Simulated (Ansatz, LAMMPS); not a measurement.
# Electronic structure of glassy 46SiO2-16Al2O3-16BaO-16Li2O-5Sc2O3 (mol %) (121 atoms), part 2 of 2

What does DFT give for glassy 46SiO2-16Al2O3-16BaO-16Li2O-5Sc2O3 (mol %) (121 atoms) as built?

Ansatz 0.2.0; Kohn-Sham DFT, PBE, PAW (set soft_2), plane waves.

The cell: 17 Si, 12 Al, 6 Ba, 12 Li, 4 Sc and 70 O. The quench rate of 30 K/ps is orders of magnitude faster than experiment. The starting topology of bonds comes from the classical model. Only the Γ point is sampled, in a cell whose shortest periodic width is 12 Å. Spin–orbit coupling is left out.

So far: The structure; Making the structure; Plane-wave single point.

## 4. Distances and neighbours

These statistics describe the geometry on which the runs were made.

Density 3.22 g/cm³, 12.81 Å³ an atom.

g(r), total and by pair (bins of 0.2 Å):

| r (Å) | total | O-O | O-Si | O-Al | O-Li | O-Ba | O-Sc |
| --- | --- | --- | --- | --- | --- | --- | --- |
| 1.50 | 1.02 | 0.00 | 6.30 | 0.00 | 0.00 | 0.00 | 0.00 |
| 1.70 | 2.38 | 0.00 | 7.40 | 10.22 | 0.00 | 0.00 | 0.00 |
| 1.90 | 0.44 | 0.00 | 0.00 | 1.29 | 2.32 | 0.00 | 0.56 |
| 2.10 | 0.84 | 0.00 | 0.00 | 0.00 | 4.42 | 0.00 | 8.27 |
| 2.30 | 0.13 | 0.00 | 0.00 | 0.00 | 0.83 | 0.00 | 0.89 |
| 2.50 | 0.69 | 1.64 | 0.00 | 0.00 | 0.58 | 0.00 | 0.00 |
| 2.70 | 1.35 | 3.21 | 0.00 | 0.20 | 0.30 | 1.65 | 0.32 |
| 2.90 | 1.12 | 1.85 | 0.12 | 0.09 | 0.69 | 3.25 | 0.79 |
| 3.10 | 1.15 | 1.16 | 0.47 | 0.46 | 0.68 | 2.76 | 0.00 |
| 3.30 | 1.09 | 0.95 | 0.38 | 0.75 | 0.80 | 0.66 | 0.39 |
| 3.50 | 0.92 | 0.60 | 1.30 | 1.38 | 0.72 | 0.72 | 1.07 |
| 3.70 | 1.04 | 0.57 | 1.33 | 1.07 | 1.71 | 1.19 | 1.28 |
| 3.90 | 1.03 | 0.78 | 1.71 | 1.29 | 1.01 | 0.29 | 0.87 |
| 4.10 | 1.02 | 0.64 | 1.88 | 1.73 | 0.91 | 0.53 | 1.05 |
| 4.30 | 1.13 | 0.71 | 1.52 | 1.94 | 1.39 | 1.03 | 1.08 |
| 4.50 | 1.00 | 0.84 | 0.89 | 1.14 | 1.48 | 0.73 | 2.60 |
| 4.70 | 0.96 | 0.98 | 0.66 | 0.80 | 1.14 | 1.48 | 1.81 |
| 4.90 | 0.90 | 1.25 | 0.78 | 0.43 | 0.58 | 1.22 | 0.65 |
| 5.10 | 1.03 | 1.55 | 0.52 | 0.53 | 0.64 | 1.98 | 0.25 |
| 5.30 | 1.01 | 1.31 | 0.83 | 0.68 | 0.78 | 1.25 | 0.62 |
| 5.50 | 0.94 | 1.07 | 0.72 | 0.95 | 1.11 | 0.73 | 0.58 |
| 5.70 | 0.95 | 0.93 | 0.88 | 0.95 | 1.10 | 0.63 | 0.47 |

Bonds by pair of elements; cutoffs follow the first minimum of g(r), held within bounds set by covalent radii, and pairs that aren't listed don't count as bonded:

| pair A-B | cutoff (Å) | bonds | mean length (Å) | spread (Å) | shortest (Å) | B about A | A about B |
| --- | --- | --- | --- | --- | --- | --- | --- |
| O-Si | 2.08 | 68 | 1.61 | 0.032 | 1.55 | 0.971 | 4 |
| O-Al | 2.27 | 48 | 1.75 | 0.045 | 1.66 | 0.686 | 4 |
| O-Li | 2.48 | 46 | 2.09 | 0.14 | 1.87 | 0.657 | 3.83 |
| O-Ba | 3.33 | 47 | 2.96 | 0.173 | 2.6 | 0.671 | 7.83 |
| O-Sc | 2.76 | 20 | 2.10 | 0.132 | 2.00 | 0.286 | 5 |

The cutoffs for O-Li and O-Ba fall short of the minimum of g(r), so counts run low and odd coordinations can be artefacts.

How many atoms have how many bonded neighbours:

| element | mean | 2 | 3 | 4 | 5 | 6 | 7 | 8 | 9 |
| --- | --- | --- | --- | --- | --- | --- | --- | --- | --- |
| Al | 4 | 0 | 0 | 12 | 0 | 0 | 0 | 0 | 0 |
| Ba | 7.83 | 0 | 0 | 0 | 0 | 0 | 2 | 3 | 1 |
| Li | 3.83 | 0 | 5 | 5 | 1 | 1 | 0 | 0 | 0 |
| O | 3.27 | 8 | 38 | 21 | 3 | 0 | 0 | 0 | 0 |
| Sc | 5 | 0 | 0 | 0 | 4 | 0 | 0 | 0 | 0 |
| Si | 4 | 0 | 0 | 17 | 0 | 0 | 0 | 0 | 0 |

Bond angles (no mean is given where the spread exceeds 20°):

| angle | count | mean (°) | spread (°) |
| --- | --- | --- | --- |
| O-Si-O | 102 | 109 | 5 |
| O-Al-O | 72 | 109 | 8.1 |
| O-Li-O | 70 | - | - |
| Ba-O-Si | 42 | 108 | 13.8 |

Oxygen atoms by the number of network formers (Si, P, Ge, B, Al, As, Ga) bound to them:

| network formers bound to O | O atoms | per cent |
| --- | --- | --- |
| 0 | 1 | 1.4 |
| 1 | 22 | 31.4 |
| 2 | 47 | 67.1 |

Network units: each former by its oxygen neighbours and how many of them bridge to another former:

| former | O neighbours | bridging O | atoms |
| --- | --- | --- | --- |
| Si | 4 | 2 | 4 |
| Si | 4 | 3 | 10 |
| Si | 4 | 4 | 3 |
| Al | 4 | 3 | 4 |
| Al | 4 | 4 | 8 |

Bond length by coordination (bonds to H left out):

| element | coordination | atoms | mean bond length (Å) |
| --- | --- | --- | --- |
| Ba | 7 | 2 | 2.88 |
| Ba | 8 | 3 | 3.01 |
| Ba | 9 | 1 | 2.99 |
| Li | 3 | 5 | 2.05 |
| Li | 4 | 5 | 2.09 |
| Li | 5 | 1 | 2.09 |
| Li | 6 | 1 | 2.22 |
| O | 2 | 8 | 1.64 |
| O | 3 | 38 | 2.01 |
| O | 4 | 21 | 2.17 |
| O | 5 | 3 | 2.22 |

Rings of the network by King's shortest-path rule, up to 12 atoms, one path for each pair of neighbours; H, halogens, alkali and alkaline-earth atoms are left out, and the last column divides by all other atoms, bonded or not:

| ring size (atoms) | rings | per network atom |
| --- | --- | --- |
| 4 | 1 | 0.01 |
| 6 | 3 | 0.029 |
| 8 | 15 | 0.146 |
| 10 | 16 | 0.155 |
| 12 | 19 | 0.184 |

For some of the pairs, g(r) has its first main peak near 2.7 Å (O-O), 1.6 Å (O-Si), 1.7 Å (O-Al), 2.0 Å (O-Li), 3.0 Å (O-Ba) and 2.1 Å (O-Sc). The O-Si-O angle averages 109° with a spread of 5°. Counting bonds to Si and Al alone, not to Sc, 67 % of the oxygens join two of these atoms and 31 % one; 1 % join none. The commonest Si unit has 4 oxygens, 3 of them shared with other formers (10 of 17 atoms). Rings of 12 atoms are the most common (35 % of those counted); sizes run from 4 to 12, where the search stops.

A closer look about O104, which bears the longest force: 8 atoms, nearest first, numbered in the order of the input, with positions taken from that point.

| atom | x | y | z | distance (Å) | bonds | Löwdin charge (e) | Fx | Fy | Fz (eV/Å) |
| --- | --- | --- | --- | --- | --- | --- | --- | --- | --- |
| O104 | 0.00 | 0.00 | 0.00 | 0.00 | 3 | -0.98 | -1.10 | -2.64 | 1.26 |
| Si6 | 0.74 | 1.14 | -0.75 | 1.55 | 4 | 1.68 | -0.73 | 1.16 | 0.51 |
| Li45 | -0.98 | -1.45 | -0.87 | 1.96 | 3 | 0.79 | -0.02 | 1.04 | -0.15 |
| O97 | 2.10 | 1.51 | 0.12 | 2.59 | 3 | -0.84 | 1.00 | -0.97 | -1.09 |
| O109 | 1.11 | 0.89 | -2.26 | 2.67 | 3 | -0.87 | 0.78 | 0.19 | -0.98 |
| O77 | -0.19 | 2.52 | -0.84 | 2.67 | 3 | -0.81 | 0.83 | 0.57 | -0.31 |
| Li37 | -1.54 | -2.21 | 1.44 | 3.05 | 3 | 0.76 | -0.48 | -0.24 | 0.72 |
| O99 | -2.75 | -1.37 | 0.05 | 3.07 | 4 | -1.02 | 2.26 | -1.87 | -0.56 |

The column of bonds counts only the pairs O-Si within 2.08 Å, O-Al within 2.27 Å, O-Li within 2.48 Å, O-Ba within 3.33 Å, O-Sc within 2.76 Å; other neighbours, such as metal atoms beside each other in a compound, aren't counted, and periodic images can show an atom twice.

## 5. Outcome

| Quantity | Value |
| --- | --- |
| free energy per atom | -858.1347 eV/atom |
| pressure | 6.142 GPa |
| r.m.s. force component | 0.845 eV/Å |
| gap (highest filled to lowest empty level) | 3.75 eV |
| wall time of the 1 DFT run | 58 s |

Between filled and empty levels lie 3.75 eV (at Γ alone); a semilocal functional tends to put such gaps too low. In a disordered cell it changes from sample to sample, and tail or defect levels can set it.

**Limits.** The geometry was minimised with a classical potential after classical dynamics and isn't relaxed at this level: its force components are 0.84 eV/Å r.m.s. The pressure of 6.1 GPa belongs to a cell and atoms that aren't relaxed at this level.

[Hosts, paths, dates, database ids (printed as entryN), source tags and the programs' standing remarks are cut or masked in the printed files.]
